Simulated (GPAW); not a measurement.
# Cl/W(110): work function by functional and basis

Aim: the work function of both faces of Cl/W(110), and its spread over functionals and bases.

Main program and level: GPAW 26.7.0; GPAW, PAW setups; slab in vacuum, relaxation, in the first sound run; inputs show where later runs differ.

## Step 1: Set-up

The cell holds 5 atoms: 4 W and 1 Cl. Cell: a = 2.737 Å, b = 2.737 Å, c = 26.981 Å, α = 90.0°, β = 90.0°, γ = 70.5°. Vacuum lies along c.

## Step 2: Relaxation

Forces are removed first; all later runs use this geometry. The lowest 2 atoms are held at bulk positions and keep their forces.

run.py

```python
import json
import numpy as np
from ase import Atoms
from ase.constraints import FixAtoms
from ase.optimize import BFGS
from gpaw import GPAW, PW

slab = Atoms(
    ['W', 'W', 'W', 'W', 'Cl'],
    positions=[
        [0.00000, 0.00000, 9.00000],
        [2.23446, -0.00000, 11.23446],
        [0.00000, 0.00000, 13.46891],
        [2.23446, -0.00000, 15.70337],
        [0.00000, 0.00000, 17.98100]],
    cell=[[2.23446, -1.58, 0.0], [2.23446, 1.58, 0.0], [0.0, 0.0, 26.981]],
    pbc=[True, True, False])

slab.calc = GPAW(mode=PW(400), xc='PBE', kpts={'size': (12, 12, 1), 'gamma': True},
                 occupations={'name': 'fermi-dirac', 'width': 0.1}, nbands='160%',
                 convergence={'density': 1e-05}, maxiter=200,
                 poissonsolver={'dipolelayer': 'xy'},
                 symmetry={'tolerance': 1e-3, 'extra_ids': [1, 1, 0, 0, 0]}, txt='slab.txt')
result = {}
slab.set_constraint(FixAtoms([0, 1]))
path = []
opt = BFGS(slab, maxstep=0.2)
opt.attach(lambda: path.append((slab.get_potential_energy(), slab.positions.tolist(), slab.get_forces().tolist())))
result['relaxed'] = bool(opt.run(fmax=0.03, steps=40))
result['path'] = path
energy = slab.get_potential_energy()
fermi = slab.calc.get_fermi_level()
v = slab.calc.get_electrostatic_potential().mean((0, 1)) - fermi
n = slab.calc.get_pseudo_density().mean((0, 1))
L = slab.cell[2, 2]
z = np.arange(len(v)) * L / len(v)
low, high = slab.positions[:, 2].min(), slab.positions[:, 2].max()
below, above = np.interp([low - 6.8, high + 6.8], z, v)
slopes = [np.interp(x, z, np.gradient(v, z)) for x in (low - 6.8, high + 6.8)]
eps = np.array([[slab.calc.get_eigenvalues(k, s) for k in range(len(slab.calc.get_ibz_k_points()))]
                for s in range(slab.calc.get_number_of_spins())]) - fermi
top, bottom = eps[eps < 0].max(), eps[eps > 0].min()
dipole = slab.get_dipole_moment()[2]
print(f'energy {energy:.4f} eV, Fermi level {fermi:.4f} eV, dipole {dipole:.5f} e A')
print(f'potential 6.8 A off the faces, from the Fermi level: lower {below:.4f} eV, upper {above:.4f} eV')
print(f'slope of the potential there: lower {slopes[0]:.5f}, upper {slopes[1]:.5f} eV/A')
print(f'nearest levels on the mesh: {top:.4f} and {bottom:.4f} eV')
print('magnetic moment', round(slab.get_magnetic_moment(), 3))
result.update(energy=energy, fermi=fermi, dipole=dipole, below=below, above=above, slopes=slopes, edges=[top, bottom],
              z=z.tolist(), v=v.tolist(), n=n.tolist(), positions=slab.positions.tolist(),
              forces=slab.get_forces(apply_constraint=False).tolist(), moments=slab.get_magnetic_moments().tolist())
json.dump(result, open('result.json', 'w'))
```

The run is started by

```
$ OMP_NUM_THREADS=1 OPENBLAS_NUM_THREADS=1 python run.py
```

The log of the run:

```text
Step          Energy          fmax
BFGS:    0      -45.607260        1.143857
BFGS:    1      -45.640623        1.129106
BFGS:    2      -45.743863        1.490793
BFGS:    3      -45.792145        0.641761
BFGS:    4      -45.810775        0.272916
BFGS:    5      -45.812961        0.254181
BFGS:    6      -45.814490        0.245680
BFGS:    7      -45.819783        0.290458
BFGS:    8      -45.821753        0.323071
BFGS:    9      -45.826271        0.275001
BFGS:   10      -45.828583        0.142749
BFGS:   11      -45.829424        0.041853
BFGS:   12      -45.829480        0.005353
energy -45.7738 eV, Fermi level 2.8623 eV, dipole 0.01352 e A
potential 6.8 A off the faces, from the Fermi level: lower 4.8830 eV, upper 4.5416 eV
slope of the potential there: lower -0.00005, upper 0.00007 eV/A
nearest levels on the mesh: -0.0111 and 0.0043 eV
magnetic moment 0.0
```

Run time: 42 min. Hardware: 1 thread of Arm Neoverse V2, shared host; peak memory 0.33 GiB.

Relaxation path:

| step | energy less that of the first step (eV) | largest force (eV/Å) |
| --- | --- | --- |
| 1 | 0.0000 | 1.1439 |
| 2 | -0.0342 | 1.1291 |
| 3 | -0.1381 | 1.4908 |
| 4 | -0.1872 | 0.6418 |
| 5 | -0.2059 | 0.2729 |
| 6 | -0.2080 | 0.2542 |
| 7 | -0.2094 | 0.2457 |
| 8 | -0.2145 | 0.2905 |
| 9 | -0.2166 | 0.3231 |
| 10 | -0.2214 | 0.2750 |
| 11 | -0.2239 | 0.1427 |
| 12 | -0.2249 | 0.0419 |
| 13 | -0.2249 | 0.0054 |

The atoms that moved most (Å):

| atom | dx | dy | dz | length |
| --- | --- | --- | --- | --- |
| Cl5 | 0.000 | 0.000 | -0.257 | 0.257 |
| W4 | 0.000 | 0.000 | 0.027 | 0.027 |
| W3 | 0.000 | 0.000 | 0.020 | 0.020 |

Final coordinates:

```cif
data_structure
_symmetry_space_group_name_H-M 'P 1'
_symmetry_Int_Tables_number 1
_cell_length_a 2.7366
_cell_length_b 2.7366
_cell_length_c 26.9810
_cell_angle_alpha 90.000
_cell_angle_beta 90.000
_cell_angle_gamma 70.529
_cell_volume 190.51
loop_
_atom_site_label
_atom_site_type_symbol
_atom_site_fract_x
_atom_site_fract_y
_atom_site_fract_z
_atom_site_occupancy
W1 W 0.00000 0.00000 0.33357 1
W2 W 0.50000 0.50000 0.41638 1
W3 W 0.00000 0.00000 0.49996 1
W4 W 0.50000 0.50000 0.58300 1
Cl5 Cl 0.00000 0.00000 0.65691 1
```

This step gave:

- dipole along the normal: 0.01352 e·Å
- levels nearest the Fermi level on the mesh: -0.01111, 0.004348 eV from the Fermi level
- upper work function: 4.542 eV
- lower work function: 4.883 eV

The electrostatic potential energy of an electron (without an applied field's), less the Fermi level, planar mean oscillates, so the rows of the table below give means over windows of 2.27 Å about each position, cut where the curve ends. Its maxima inside the range that stand out by 2 % of the span (Å: eV): 10.1: -2.72, 12.4: -2.78, 14.6: -2.87, 16.8: -3.44. Its minima: 9.0: -29.2, 11.2: -29.9, 13.5: -29.8, 15.8: -30.0, 17.7: -24.6.

The electrostatic potential energy of an electron (without an applied field's), less the Fermi level, planar mean by z; means over each step:

| z (Å) | electrostatic potential energy of an electron (without an applied field's), less the Fermi level, planar mean (eV) |
| --- | --- |
| 1.14 | 4.87 |
| 3.41 | 4.88 |
| 5.68 | 4.82 |
| 7.95 | -6.39 |
| 10.22 | -14.8 |
| 12.49 | -14.7 |
| 14.76 | -15.0 |
| 17.03 | -13.6 |
| 19.30 | 2.75 |
| 21.57 | 4.54 |
| 23.84 | 4.54 |
| 26.11 | 4.55 |

The pseudo valence density, planar mean oscillates, so the rows of the table below give means over windows of 2.16 Å about each position, cut where the curve ends. Its maxima inside the range that stand out by 2 % of the span (Å: e/Å³): 9.1: 1.82, 11.2: 1.85, 13.4: 1.77, 15.8: 1.88, 17.5: 0.689. Its minima: 10.1: 0.356, 12.3: 0.345, 14.7: 0.357, 16.6: 0.352.

The pseudo valence density, planar mean by z; means over each step:

| z (Å) | pseudo valence density, planar mean (e/Å³) |
| --- | --- |
| 3.24 | 5.2e-6 |
| 5.40 | 0.00106 |
| 7.56 | 0.201 |
| 9.72 | 0.883 |
| 11.88 | 0.880 |
| 14.04 | 0.893 |
| 16.20 | 0.905 |
| 18.36 | 0.366 |
| 20.52 | 0.00158 |
| 22.68 | 1.9e-6 |

The relaxation lowered the energy of the cell by 0.225 eV (energies extrapolated to zero smearing; the optimiser's log prints free energies). The largest force left on a free atom is 0.0054 eV/Å.

## Step 3: The slab's potential

With the geometry fixed, the planar mean of the potential gives the vacuum level on each side.

This step: GPAW, PAW setups; slab in vacuum (GPAW 26.7.0).

Edit run.py of step 2 so:

```diff
@@ -3,4 +3,2 @@
 from ase import Atoms
-from ase.constraints import FixAtoms
-from ase.optimize import BFGS
 from gpaw import GPAW, PW
@@ -12,5 +10,5 @@
         [2.23446, -0.00000, 11.23446],
-        [0.00000, 0.00000, 13.46891],
-        [2.23446, -0.00000, 15.70337],
-        [0.00000, 0.00000, 17.98100]],
+        [0.00000, 0.00000, 13.48933],
+        [2.23446, -0.00000, 15.73002],
+        [0.00000, 0.00000, 17.72397]],
     cell=[[2.23446, -1.58, 0.0], [2.23446, 1.58, 0.0], [0.0, 0.0, 26.981]],
@@ -22,10 +20,4 @@
                  poissonsolver={'dipolelayer': 'xy'},
-                 symmetry={'tolerance': 1e-3, 'extra_ids': [1, 1, 0, 0, 0]}, txt='slab.txt')
+                 symmetry={'tolerance': 1e-3}, txt='slab.txt')
 result = {}
-slab.set_constraint(FixAtoms([0, 1]))
-path = []
-opt = BFGS(slab, maxstep=0.2)
-opt.attach(lambda: path.append((slab.get_potential_energy(), slab.positions.tolist(), slab.get_forces().tolist())))
-result['relaxed'] = bool(opt.run(fmax=0.03, steps=40))
-result['path'] = path
 energy = slab.get_potential_energy()
```

The log of the run:

```text
energy -45.7738 eV, Fermi level 2.8623 eV, dipole 0.01346 e A
potential 6.8 A off the faces, from the Fermi level: lower 4.8830 eV, upper 4.5413 eV
slope of the potential there: lower -0.00004, upper 0.00006 eV/A
nearest levels on the mesh: -0.0111 and 0.0043 eV
magnetic moment 0.0
```

Run time: 3.7 min. Hardware: 1 thread; peak memory 0.32 GiB.

This step gave:

```yaml
dipole_along_the_normal: 0.01346 e·Å
levels_nearest_the_fermi_level_on_the_mesh: -0.01113, 0.004343 eV from the Fermi level
upper_work_function: 4.541 eV
```

The electrostatic potential energy of an electron (without an applied field's), less the Fermi level, planar mean oscillates, so the rows of the table below give means over windows of 2.27 Å about each position, cut where the curve ends. Its maxima inside the range that stand out by 2 % of the span (Å: eV): 10.1: -2.72, 12.4: -2.78, 14.6: -2.87, 16.8: -3.44. Its minima: 9.0: -29.2, 11.2: -29.9, 13.5: -29.8, 15.8: -30.0, 17.7: -24.6.

The electrostatic potential energy of an electron (without an applied field's), less the Fermi level, planar mean by z; means over each step:

z (Å), electrostatic potential energy of an electron (without an applied field's), less the Fermi level, planar mean (eV) and a bar from the least value:
```
     1.14        4.9 ##############################
     3.41        4.9 ##############################
     5.68        4.8 ##############################
     7.95       -6.4 #############
    10.22      -14.8 
    12.49      -14.7 
    14.76      -15.0 
    17.03      -13.6 ##
    19.30        2.7 ###########################
    21.57        4.5 #############################
    23.84        4.5 #############################
    26.11        4.6 #############################
```

The pseudo valence density, planar mean oscillates, so the rows of the table below give means over windows of 2.16 Å about each position, cut where the curve ends. Its maxima inside the range that stand out by 2 % of the span (Å: e/Å³): 9.1: 1.82, 11.2: 1.85, 13.4: 1.77, 15.8: 1.88, 17.5: 0.689. Its minima: 10.1: 0.356, 12.3: 0.345, 14.7: 0.357, 16.6: 0.352.

Table of pseudo valence density, planar mean by z; means over each step:

z (Å), pseudo valence density, planar mean (e/Å³) and a bar:
```
     3.24       0.00 
     5.40       0.00 
     7.56       0.20 #######
     9.72       0.88 #############################
    11.88       0.88 #############################
    14.04       0.89 ##############################
    16.20       0.90 ##############################
    18.36       0.37 ############
    20.52       0.00 
    22.68       0.00
```

Force by atom:

| atom | x (eV/Å) | y (eV/Å) | z (eV/Å) | size |
| --- | --- | --- | --- | --- |
| W1 | 0.000 | 0.000 | 0.382 | 0.382 |
| W2 | 0.000 | 0.000 | -0.386 | 0.386 |
| W3 | 0.000 | 0.000 | 0.002 | 0.002 |
| W4 | 0.000 | 0.000 | 0.005 | 0.005 |
| Cl5 | 0.000 | 0.000 | -0.002 | 0.002 |

The potential is flat to 5.8e-5 eV/Å where it is read, so the vacuum is wide enough.

## Step 4: Self-consistent run: xc = "vdW-DF2"

The same geometry under vdW-DF2, to see how far the functional moves the levels against the vacuum (the van der Waals functionals take revPBE setups).

Edit run.py of step 3 so:

```diff
@@ -16,3 +16,3 @@
 
-slab.calc = GPAW(mode=PW(400), xc='PBE', kpts={'size': (12, 12, 1), 'gamma': True},
+slab.calc = GPAW(mode=PW(400), xc='vdW-DF2', kpts={'size': (12, 12, 1), 'gamma': True},
                  occupations={'name': 'fermi-dirac', 'width': 0.1}, nbands='160%',
```

The log of the run:

```text
energy -669.4498 eV, Fermi level 2.7429 eV, dipole 0.00420 e A
potential 6.8 A off the faces, from the Fermi level: lower 5.1145 eV, upper 5.0101 eV
slope of the potential there: lower -0.00015, upper 0.00007 eV/A
nearest levels on the mesh: -0.0174 and 0.0283 eV
magnetic moment 0.0
```

Run time: 4.7 min. Hardware: 1 thread; peak memory 0.45 GiB.

This step gave:

```
dipole along the normal                    : 0.004201 e·Å
levels nearest the Fermi level on the mesh : -0.01744, 0.02831 eV from the Fermi level
upper work function                        : 5.010 eV
lower work function                        : 5.115 eV
```

The electrostatic potential energy of an electron (without an applied field's), less the Fermi level, planar mean oscillates, so the rows of the table below give means over windows of 2.27 Å about each position, cut where the curve ends. Its maxima inside the range that stand out by 2 % of the span (Å: eV): 10.1: -3.05, 12.4: -3.12, 14.6: -3.20, 16.9: -3.68. Its minima: 9.0: -29.4, 11.2: -30.1, 13.5: -30.1, 15.8: -30.2, 17.7: -24.4.

Table of electrostatic potential energy of an electron (without an applied field's), less the Fermi level, planar mean by z; means over each step:

z (Å), electrostatic potential energy of an electron (without an applied field's), less the Fermi level, planar mean (eV) and a bar from the least value:
```
     1.14        5.1 ##############################
     3.41        5.1 ##############################
     5.68        5.0 ##############################
     7.95       -6.5 #############
    10.22      -15.1 
    12.49      -15.0 
    14.76      -15.2 
    17.03      -13.7 ##
    19.30        3.1 ###########################
    21.57        5.0 ##############################
    23.84        5.0 ##############################
    26.11        5.0 ##############################
```

The pseudo valence density, planar mean oscillates, so the rows of the table below give means over windows of 2.16 Å about each position, cut where the curve ends. Its maxima inside the range that stand out by 2 % of the span (Å: e/Å³): 9.1: 1.82, 11.2: 1.85, 13.4: 1.77, 15.8: 1.88, 17.5: 0.695. Its minima: 10.1: 0.353, 12.3: 0.342, 14.7: 0.354, 16.6: 0.344.

Table of pseudo valence density, planar mean by z; means over each step:

| z (Å) | pseudo valence density, planar mean (e/Å³) |
| --- | --- |
| 3.24 | 1.0e-5 |
| 5.40 | 0.00134 |
| 7.56 | 0.201 |
| 9.72 | 0.883 |
| 11.88 | 0.880 |
| 14.04 | 0.893 |
| 16.20 | 0.904 |
| 18.36 | 0.367 |
| 20.52 | 0.00180 |
| 22.68 | 4.5e-6 |

Force by atom:

| atom | x (eV/Å) | y (eV/Å) | z (eV/Å) | size |
| --- | --- | --- | --- | --- |
| W1 | 0.000 | 0.000 | -0.496 | 0.496 |
| W2 | 0.000 | 0.000 | -0.362 | 0.362 |
| W3 | 0.000 | 0.000 | 0.022 | 0.022 |
| W4 | 0.000 | 0.000 | -0.082 | 0.082 |
| Cl5 | 0.000 | 0.000 | 0.916 | 0.916 |

The upper face's work function is 5.010 eV, against 4.541 eV in the first plane-wave PBE run at this geometry.

## Step 5: OptPBE vdW: xc = "optPBE-vdW"

The same geometry under optPBE-vdW, to see how far the functional moves the levels against the vacuum (the van der Waals functionals take revPBE setups).

Edit run.py of step 4 so:

```diff
@@ -16,3 +16,3 @@
 
-slab.calc = GPAW(mode=PW(400), xc='vdW-DF2', kpts={'size': (12, 12, 1), 'gamma': True},
+slab.calc = GPAW(mode=PW(400), xc='optPBE-vdW', kpts={'size': (12, 12, 1), 'gamma': True},
                  occupations={'name': 'fermi-dirac', 'width': 0.1}, nbands='160%',
```

The log of the run:

```text
energy -118.0935 eV, Fermi level 2.7354 eV, dipole 0.00928 e A
potential 6.8 A off the faces, from the Fermi level: lower 5.0409 eV, upper 4.8064 eV
slope of the potential there: lower -0.00005, upper 0.00006 eV/A
nearest levels on the mesh: -0.0164 and 0.0101 eV
magnetic moment 0.0
```

Run time: 4.2 min. Hardware: 1 thread; peak memory 0.45 GiB.

This step gave:

```yaml
dipole_along_the_normal: 0.009278 e·Å
levels_nearest_the_fermi_level_on_the_mesh: -0.01643, 0.01008 eV from the Fermi level
upper_work_function: 4.806 eV
lower_work_function: 5.041 eV
```

The upper face's work function is 4.806 eV, against 4.541 eV in the first plane-wave PBE run at this geometry.

## Step 6: Self-consistent run: xc = "revPBE"

The same geometry under revPBE, to see how far the functional moves the levels against the vacuum.

Edit run.py of step 5 so:

```diff
@@ -16,3 +16,3 @@
 
-slab.calc = GPAW(mode=PW(400), xc='optPBE-vdW', kpts={'size': (12, 12, 1), 'gamma': True},
+slab.calc = GPAW(mode=PW(400), xc='revPBE', kpts={'size': (12, 12, 1), 'gamma': True},
                  occupations={'name': 'fermi-dirac', 'width': 0.1}, nbands='160%',
```

The log of the run:

```text
energy -43.7518 eV, Fermi level 2.9555 eV, dipole 0.01366 e A
potential 6.8 A off the faces, from the Fermi level: lower 4.7714 eV, upper 4.4246 eV
slope of the potential there: lower -0.00004, upper 0.00006 eV/A
nearest levels on the mesh: -0.0135 and 0.0121 eV
magnetic moment 0.0
```

Run time: 3.8 min. Hardware: 1 thread; peak memory 0.32 GiB.

Numbers from this step:

| Property | Result |
| --- | --- |
| dipole along the normal | 0.01366 e·Å |
| levels nearest the Fermi level on the mesh | -0.01346, 0.01211 eV from the Fermi level |
| upper work function | 4.425 eV |
| lower work function | 4.771 eV |

The upper face's work function is 4.425 eV, against 4.541 eV in the first plane-wave PBE run at this geometry.

## Step 7: Self-consistent run: xc = "LDA"

The same geometry under LDA, to see how far the functional moves the levels against the vacuum.

Edit run.py of step 6 so:

```diff
@@ -16,3 +16,3 @@
 
-slab.calc = GPAW(mode=PW(400), xc='revPBE', kpts={'size': (12, 12, 1), 'gamma': True},
+slab.calc = GPAW(mode=PW(400), xc='LDA', kpts={'size': (12, 12, 1), 'gamma': True},
                  occupations={'name': 'fermi-dirac', 'width': 0.1}, nbands='160%',
```

The log of the run:

```text
energy -51.1459 eV, Fermi level 2.5565 eV, dipole 0.01183 e A
potential 6.8 A off the faces, from the Fermi level: lower 5.1409 eV, upper 4.8411 eV
slope of the potential there: lower -0.00004, upper 0.00005 eV/A
nearest levels on the mesh: -0.0037 and 0.0033 eV
magnetic moment 0.0
```

The job ended after 3.6 min (1 thread; peak memory 0.32 GiB).

Numbers from this step:

- dipole along the normal: 0.01183 e·Å
- levels nearest the Fermi level on the mesh: -0.003671, 0.003256 eV from the Fermi level
- upper work function: 4.841 eV
- lower work function: 5.141 eV

The electrostatic potential energy of an electron (without an applied field's), less the Fermi level, planar mean oscillates, so the rows of the table below give means over windows of 2.27 Å about each position, cut where the curve ends. Its maxima inside the range that stand out by 2 % of the span (Å: eV): 10.1: -2.37, 12.4: -2.44, 14.6: -2.52, 16.8: -3.08. Its minima: 9.0: -28.8, 11.2: -29.5, 13.5: -29.5, 15.8: -29.6, 17.7: -24.3.

Electrostatic potential energy of an electron (without an applied field's), less the Fermi level, planar mean against z; means over each step:

| z (Å) | electrostatic potential energy of an electron (without an applied field's), less the Fermi level, planar mean (eV) |
| --- | --- |
| 1.14 | 5.13 |
| 3.41 | 5.14 |
| 5.68 | 5.08 |
| 7.95 | -6.09 |
| 10.22 | -14.5 |
| 12.49 | -14.3 |
| 14.76 | -14.6 |
| 17.03 | -13.3 |
| 19.30 | 3.02 |
| 21.57 | 4.84 |
| 23.84 | 4.84 |
| 26.11 | 4.85 |

The upper face's work function is 4.841 eV, against 4.541 eV in the first plane-wave PBE run at this geometry.

## Step 8: Self-consistent run: xc = "RPBE"

The same geometry under RPBE, to see how far the functional moves the levels against the vacuum.

Edit run.py of step 7 so:

```diff
@@ -16,3 +16,3 @@
 
-slab.calc = GPAW(mode=PW(400), xc='LDA', kpts={'size': (12, 12, 1), 'gamma': True},
+slab.calc = GPAW(mode=PW(400), xc='RPBE', kpts={'size': (12, 12, 1), 'gamma': True},
                  occupations={'name': 'fermi-dirac', 'width': 0.1}, nbands='160%',
```

The log of the run:

```text
energy -43.3170 eV, Fermi level 2.9707 eV, dipole 0.01306 e A
potential 6.8 A off the faces, from the Fermi level: lower 4.7564 eV, upper 4.4252 eV
slope of the potential there: lower -0.00004, upper 0.00006 eV/A
nearest levels on the mesh: -0.0135 and 0.0157 eV
magnetic moment 0.0
```

It took 3.7 min on 1 thread; peak memory 0.32 GiB.

This step gave:

| Quantity | Value |
| --- | --- |
| dipole along the normal | 0.01306 e·Å |
| levels nearest the Fermi level on the mesh | -0.01353, 0.01566 eV from the Fermi level |
| upper work function | 4.425 eV |
| lower work function | 4.756 eV |

The upper face's work function is 4.425 eV, against 4.541 eV in the first plane-wave PBE run at this geometry.

[end of part 1 of 2]

[Logs are printed without paths, hosts, clocks, repeated set-up lines and the standing remarks that a program may print on its own settings, such as how far it seeks lower states.]

[Hosts, paths, dates, database ids (printed as entryN), source tags and the programs' standing remarks are cut or masked in the printed files.]
